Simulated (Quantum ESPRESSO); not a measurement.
# E(θ) between the sublattices of MnBr2, part 3 of 3

Aim: the energy of MnBr2 as two sets of moments turn from parallel to opposed.

Quantum ESPRESSO 7.5; PBEsol with U = 5 eV on Mn d (ortho-atomic projectors); plane waves with PseudoDojo 0.4.1 SR PBEsol standard potentials, no spin-orbit coupling.

So far. Step 6 (Angle 60°, lambda 2 Ry): After 150 cycles the residual stands at 2.3e-4, against 1.8e-4 at cycle 76 and a least value of 1.6e-5. The cap of 150 cycles in the input ended the loop.

**7. Angle 90°, lambda 2 Ry**

Input file pw.in:

```
&CONTROL
  calculation = 'scf'
  prefix = 'pwscf'
  outdir = './tmp'
  pseudo_dir = './pseudo'
  disk_io = 'nowf'
/
&SYSTEM
  ibrav = 0
  celldm(1) = 8
  nat = 6
  ntyp = 4
  ecutwfc = 82
  nbnd = 72
  occupations = 'smearing'
  smearing = 'fd'
  degauss = 0.00999582
  noncolin = .true.
  starting_magnetization(1) = 0.3033
  angle1(1) = 45
  angle2(1) = 0
  starting_magnetization(2) = 0.3033
  angle1(2) = 45
  angle2(2) = 180
  starting_magnetization(3) = 0.0059
  angle1(3) = 14.036
  angle2(3) = 180
  starting_magnetization(4) = 0.0059
  angle1(4) = 14.036
  angle2(4) = 0
  constrained_magnetization = 'atomic direction'
  lambda = 2
  nosym = .true.
/
&ELECTRONS
  conv_thr = 6d-08
  electron_maxstep = 150
  mixing_beta = 0.3
/
ATOMIC_SPECIES
Mn1    54.9380 Mn.upf
Mn2    54.9380 Mn.upf
Br1    79.9040 Br.upf
Br2    79.9040 Br.upf
CELL_PARAMETERS alat
   0.4576090468338    0.2642007063644    1.5597806854324
  -0.4576090468338    0.2642007063644    1.5597806854324
   0.0000000000000   -1.0568028255047    3.1195613708648
ATOMIC_POSITIONS crystal
Mn1     0.0000000000    0.0000000000    0.0000000000
Mn2     0.0000000000    0.0000000000    0.5000000000
Br1     0.7426090400    0.7426090400    0.3713045200
Br2     0.7426090400    0.7426090400    0.8713045200
Br2     0.2573909600    0.2573909600    0.1286954800
Br1     0.2573909600    0.2573909600    0.6286954800
K_POINTS automatic
2 2 1 0 0 0
HUBBARD {ortho-atomic}
U Mn1-3d 5.0000
U Mn2-3d 5.0000
```

Run with:

```
> OMP_NUM_THREADS=1 mpirun -n 4 pw.x -in pw.in > pw.out
```

Log:

```text
     [... lines left out ...]
Program PWSCF v.7.5 starts
     [... lines left out ...]
     number of atoms/cell      =            6
     [... lines left out ...]
     number of electrons       =        58.00
     number of Kohn-Sham states=           72
     kinetic-energy cutoff     =      82.0000  Ry
     charge density cutoff     =     328.0000  Ry
     scf convergence threshold =      6.0E-08
     [... lines left out ...]
     Noncollinear calculation without spin-orbit
     [... lines left out ...]
     No symmetry found
     [... lines left out ...]
     number of k points=     4  Fermi-Dirac smearing, width (Ry)=  0.0100
     [... lines left out ...]
     iteration # 63     ecut=    82.00 Ry     beta= 0.30
     [... lines left out ...]
[key lines of the parts left out:]
total magnetization       =    -0.07     0.66     7.16 Bohr mag/cell
total energy              =    -560.47960455 Ry
```

It took 56 min on 4 MPI ranks of Arm Neoverse V1, shared host; peak memory 0.96 GiB.

Residual by cycle:

cycle, log10 residual and a bar from the least value:
```
        1        0.3 #######
        7        3.9 ############################
       12        1.6 ###############
       18        0.0 ######
       23        4.3 ##############################
       29        1.1 ############
       34        4.3 ##############################
       40        3.3 ########################
       45        1.1 ############
       51        4.3 ##############################
       56       -1.0 
       62        0.2 #######
```

The run was cut off at its time limit.

After 62 cycles the residual stands at 1.7.

**8. Angle 180°, no penalty**

Input file pw.in:

```
&CONTROL
  calculation = 'scf'
  prefix = 'pwscf'
  outdir = './tmp'
  pseudo_dir = './pseudo'
  disk_io = 'nowf'
/
&SYSTEM
  ibrav = 0
  celldm(1) = 8
  nat = 6
  ntyp = 3
  ecutwfc = 82
  nbnd = 72
  occupations = 'smearing'
  smearing = 'fd'
  degauss = 0.00999582
  noncolin = .true.
  starting_magnetization(1) = 0.3033
  angle1(1) = 90
  angle2(1) = 0
  starting_magnetization(2) = 0.3033
  angle1(2) = 90
  angle2(2) = 180
  starting_magnetization(3) = 0
  nosym = .true.
/
&ELECTRONS
  conv_thr = 6d-08
  electron_maxstep = 150
  mixing_beta = 0.3
/
ATOMIC_SPECIES
Mn1    54.9380 Mn.upf
Mn2    54.9380 Mn.upf
Br     79.9040 Br.upf
CELL_PARAMETERS alat
   0.4576090468338    0.2642007063644    1.5597806854324
  -0.4576090468338    0.2642007063644    1.5597806854324
   0.0000000000000   -1.0568028255047    3.1195613708648
ATOMIC_POSITIONS crystal
Mn1     0.0000000000    0.0000000000    0.0000000000
Mn2     0.0000000000    0.0000000000    0.5000000000
Br      0.7426090400    0.7426090400    0.3713045200
Br      0.7426090400    0.7426090400    0.8713045200
Br      0.2573909600    0.2573909600    0.1286954800
Br      0.2573909600    0.2573909600    0.6286954800
K_POINTS automatic
2 2 1 0 0 0
HUBBARD {ortho-atomic}
U Mn1-3d 5.0000
U Mn2-3d 5.0000
```

Log:

```text
     [... lines left out ...]
Program PWSCF v.7.5 starts
     [... lines left out ...]
     number of atoms/cell      =            6
     [... lines left out ...]
     number of electrons       =        58.00
     number of Kohn-Sham states=           72
     kinetic-energy cutoff     =      82.0000  Ry
     charge density cutoff     =     328.0000  Ry
     scf convergence threshold =      6.0E-08
     [... lines left out ...]
     Noncollinear calculation without spin-orbit
     [... lines left out ...]
     No symmetry found
     [... lines left out ...]
     number of k points=     4  Fermi-Dirac smearing, width (Ry)=  0.0100
     [... lines left out ...]
     iteration # 10     ecut=    82.00 Ry     beta= 0.30
     [... lines left out ...]
     atom number    1 relative position :    0.0000   0.0000   0.0000
     [... lines left out ...]
     magnetization :          4.550926   -0.000071   -0.000064
     [... lines left out ...]
     atom number    2 relative position :    0.0000  -0.5284   1.5598
[...]
magnetization :         -4.550926   -0.000004   -0.000055
[...]
atom number    3 relative position :   -0.0000  -0.0000   3.4749
[...]
magnetization :         -0.014541    0.000001    0.000001
     [... lines left out ...]
     atom number    4 relative position :   -0.0000  -0.5284   5.0347
     [... lines left out ...]
     magnetization :          0.014541   -0.000001    0.000001
     [... lines left out ...]
     atom number    5 relative position :   -0.0000  -0.0000   1.2044
     [... lines left out ...]
     magnetization :          0.014540   -0.000003    0.000001
     [... lines left out ...]
     atom number    6 relative position :   -0.0000  -0.5284   2.7642
     [... lines left out ...]
     magnetization :         -0.014541    0.000003    0.000002
     [... lines left out ...]
     Tr[ns(  1)] (up, down, total) =   2.62013  2.62020  5.24034
     [... lines left out ...]
     Tr[ns(  2)] (up, down, total) =   2.62014  2.62020  5.24034
     [... lines left out ...]
     the Fermi energy is     5.3506 ev
!    total energy              =    -560.98965272 Ry
     estimated scf accuracy    <       0.00000004 Ry
     smearing contrib. (-TS)   =      -0.00000049 Ry
     [... lines left out ...]
     total magnetization       =    -0.00    -0.00    -0.00 Bohr mag/cell
     absolute magnetization    =     9.77 Bohr mag/cell
     convergence has been achieved in  10 iterations
```

Run time: 2.2 min. Hardware: 4 MPI ranks; peak memory 0.96 GiB; 8.9 min of CPU time.

This step gave:

```
smearing term TS       : 6.70e-6 eV
magnetization          : 0, 0, 0 μB
absolute magnetization : 9.77 μB
final state            : antiferromagnetic
largest moment         : 4.551 μB
```

**9. E(θ)**

Not every run of the table is shown above.

Canting:

```csv
lambda (Ry),typed angle (degrees),final angle (degrees),energy less that at the first angle (meV a seeded atom),"penalty energy, not in the total (meV a cell)",largest site moment (μB),CPU time (s)
-,0,0,0,0,4.566,545.4
2,30,30.05,-0.6516,0.02435,4.565,598.5
-,180,180,-7.47,0,4.551,535
```

**10. Results**

| Item | Value |
| --- | --- |
| angle of lowest energy | 180° |
| range of the energy | 7.47 meV a seeded atom |
| range of the largest moment | 4.55 to 4.57 μB |

In words: The penalty holds the angles within 0.1° of the typed ones. Too few angles finished for a fit. The largest moment changes by 0.34 % over the angles. The run at 60° with lambda 2 Ry did not converge and is not in the table. The run at 90° with lambda 2 Ry did not converge and is not in the table. The whole range is under 10 meV, which the mesh and the functional can turn round. This holds for the two sublattices of this cell; other orders were not tried. Without spin–orbit coupling only the angle between the moments matters. The mesh is coarse, so differences of some ten meV can be noise where moments are itinerant. This program evaluates a GGA otherwise when all starting moments share an axis than when they do not, so collinear and canted runs are not quite comparable. Energies are free energies at an electronic temperature of 1580 K, which lowers moments and differences where the moments are itinerant. The cutoff lies under the 96 Ry that these files are usually run at.

[Logs and program files are shortened in this print: banners, set-up blocks, solver, clock and traceback lines can be left out without a mark of their own.]

[Logs are printed without paths, hosts, clocks, repeated set-up lines and the standing remarks that a program may print on its own settings, such as how far it seeks lower states.]

[Hosts, paths, dates, database ids (printed as entryN), source tags and the programs' standing remarks are cut or masked in the printed files.]

[Where a cell is said to come from a database of computed structures, the database is the Materials Project.]
